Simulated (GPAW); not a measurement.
**A GW chain in GPAW: CsH (Fm-3m)**

Wanted: ground state, empty states, screening and self-energy for CsH (Fm-3m).

Calculated with GPAW 26.7.0; LDA and many-body steps on it, plane waves.

This is a report of a sequence of runs, with most program output left out.

The database entry behind the starting cell differs from later determinations by our own check (0.1 to 0.3 % short, probably kX units), so it need not match the best structure at ambient conditions.

**1. The starting structure**

The structure is cubic, space group Fm-3m (No. 225). The conventional cell has a = 6.376 Å, b = 6.376 Å, c = 6.376 Å, α = 90.00°, β = 90.00°, γ = 90.00°. Nearest to Cs lie 6 H at 3.19 Å. Nearest to H lie 6 Cs at 3.19 Å. Farther neighbours are not listed.

The cell and positions come from the Crystallography Open Database and are kept as given unless a step says otherwise. Spin-orbit coupling is left out unless a step names it.

**2. Ground state**

This step: GPAW 26.7.0; DFT, LDA, plane waves, PAW.

The ground-state density comes first.

File run.py:

```python
import json
import numpy as np
from gpaw.mpi import world
from ase import Atoms
from gpaw import GPAW, PW, FermiDirac

atoms = Atoms(['Cs', 'H'],
    cell=[[0.0000000000, 3.1880000000, 3.1880000000],
      [3.1880000000, 0.0000000000, 3.1880000000],
      [3.1880000000, 3.1880000000, 0.0000000000]],
    scaled_positions=[[0.0000000000, 0.0000000000, 0.0000000000],
      [0.5000000000, 0.5000000000, 0.5000000000]],
    pbc=(True, True, True))
calc = GPAW(mode=PW(600),
    xc='LDA',
    kpts={'size': (6, 6, 6), 'gamma': True},
    occupations=FermiDirac(0.001),
    nbands=-7,
    convergence={'density': 1e-6, 'bands': -3},
    maxiter=100,
    txt='gs.txt')
atoms.calc = calc
res = {'energy': atoms.get_potential_energy()}
kpts = calc.get_ibz_k_points()
res['kpts'] = kpts
res['eigenvalues'] = [calc.get_eigenvalues(kpt=k) for k in range(len(kpts))]
res['n_electrons'] = calc.get_number_of_electrons()
calc.write('gs.gpw')

if world.rank == 0:
    with open('result.json', 'w') as f:
        json.dump(res, f, default=lambda x: x.tolist())
```

On the command line:

```sh
$ mpirun -n 4 gpaw python run.py
```

It took 4.2 s on 4 MPI ranks of Arm Neoverse V2, shared host; peak memory 0.64 GiB; 16 s of CPU time.

This step gave:

```
total energy               : -4.872 eV
gap                        : 1.945 eV
k of the valence top       : 0.5, 0.5, 0.5
k of the conduction bottom : 0.5, 0.5, 0.5
least direct gap           : 1.945 eV
```

The gap is direct, at (0.500, 0.500, 0.500).

**3. Empty states on the mesh, 4×4×4 mesh, 426 bands**

The sums over transitions need many empty states on a uniform mesh; this step solves for them.

File run.py:

```python
import json
import numpy as np
from gpaw.mpi import world
from gpaw import GPAW

calc = GPAW('gs.gpw').fixed_density(kpts={'size': (4, 4, 4), 'gamma': True},
    parallel={'domain': 1, 'band': 1},
    txt='nscf.txt')
calc.diagonalize_full_hamiltonian(nbands=426)
calc.write('full.gpw', mode='all')
res = {}
kpts = calc.get_ibz_k_points()
res['kpts'] = kpts
res['eigenvalues'] = [calc.get_eigenvalues(kpt=k) for k in range(len(kpts))]
res['n_electrons'] = calc.get_number_of_electrons()

if world.rank == 0:
    with open('result.json', 'w') as f:
        json.dump(res, f, default=lambda x: x.tolist())
```

On the command line:

```sh
$ mpirun -n 4 gpaw python run.py
```

Elapsed: 21 s, on 4 MPI ranks; peak memory 2.2 GiB; 82 s of CPU time.

This step gave:

* gap: 1.945 eV
* k of the valence top: 0.5, 0.5, 0.5
* k of the conduction bottom: 0.5, 0.5, 0.5
* least direct gap: 1.945 eV
* k points computed: 8
* lowest point of the top converged band, above the valence top: 191.3753 eV

On this mesh the gap is 1.945 eV.

**4. Screening and self-energy, 4×4×4 mesh, 193 bands, screening to 120 eV**

Now the one-shot GW correction: screening in the RPA, then the self-energy of the levels asked for.

This step: G0W0 on LDA, plane waves, PAW.

File run.py:

```python
import json
import numpy as np
from gpaw.mpi import world
from gpaw.response.g0w0 import G0W0

gw = G0W0('full.gpw',
    filename='gw',
    kpts=[0, 7],
    bands=(3, 7),
    ecut=120,
    nbands=193,
    integrate_gamma='WS',
    ppa=True)
gw.calculate()
res = {mode: {k: v for k, v in r.items() if k != 'sigma_eskwn'}
       for mode, r in gw.all_results.items()}

if world.rank == 0:
    with open('result.json', 'w') as f:
        json.dump(res, f, default=lambda x: x.tolist())
```

On the command line:

```sh
$ mpirun -n 4 gpaw python run.py
```

The job ended after 56 s (4 MPI ranks; peak memory 1.3 GiB; 3.7 min of CPU time).

Numbers from this step:

* G0W0 gap on the points computed: 4.235 eV
* least direct G0W0 gap on the computed points: 4.235 eV
* Z at the valence top: 0.7925
* Z at the conduction bottom: 0.8455
* starting gap on the mesh: 1.945 eV
* k of the valence top: 0.5, 0.5, 0.5
* k of the conduction bottom: 0.5, 0.5, 0.5

The gap on the mesh goes from 1.95 eV to 4.23 eV, a correction of +2.29 eV.

Limits: finite bands, cutoff and mesh; no spin-orbit coupling. v1 is the top filled band, c1 the lowest empty one. Levels before and after the correction, in eV, zero at the valence-band top of each column:

```csv
,conduction bottom,valence top
Kohn-Sham,1.95,0.00
G0W0,4.23,0.00
```

```csv
,level,energy (eV)
Kohn-Sham,(0.5 0.5 0.5) v2,-8.006
Kohn-Sham,(0.5 0.5 0.5) v1,0.000
Kohn-Sham,(0.5 0.5 0.5) c1,1.945
Kohn-Sham,(0.5 0.5 0.5) c2,4.566
G0W0,(0.5 0.5 0.5) v2,-8.187
G0W0,(0.5 0.5 0.5) v1,0.000
G0W0,(0.5 0.5 0.5) c1,4.234
G0W0,(0.5 0.5 0.5) c2,7.100
```

**5. Where the time went**

Times are wall times on 4 MPI ranks of Arm Neoverse V2, shared host, good to a factor of about two.

```csv
step,time,share,memory (GiB)
ground state,4.2 s,5 %,0.64
empty states on the mesh,21 s,26 %,2.2
screening and self-energy,56 s,69 %,1.3
```

**6. What came out**

```
LDA gap              : 1.95 eV, direct
G0W0 gap on the mesh : 4.23 eV
GW settings          : 4×4×4 mesh, 193 bands, screening to 120 eV, Godby-Needs plasmon pole
known limits         : not at the basis limit; no spin-orbit coupling
```

G0W0 moves the gap on the mesh from 1.95 eV to 4.23 eV (+2.29 eV), with Z of 0.79 and 0.85 at the edges. Only 2 of the mesh's irreducible points were corrected, so a valley elsewhere could overtake. The dearest step here is «screening and self-energy». Bands and cutoff are finite, so the gap is not at the basis limit. The miss can reach some tenths of an eV and take either sign; the mesh is an error of its own. These stock PAW sets were not made for GW. In the G0W0 run levels were corrected at 2 k points alone, so a gap called «on the mesh» is the least over those, and an edge elsewhere would be missed. The many-body steps are scalar-relativistic: spin-orbit coupling is not in them.

[Paths, hosts, dates, memory and timing lines, banners, echoed tables and standing remarks are left out of the program output.]

[Logs are printed without paths, hosts, clocks, repeated set-up lines and the standing remarks that a program may print on its own settings, such as how far it seeks lower states.]

[Runs of the session that timed out or met a known fault of the program may be left out.]

[Hosts, paths, dates, database ids (printed as entryN), source tags and the programs' standing remarks are cut or masked in the printed files.]
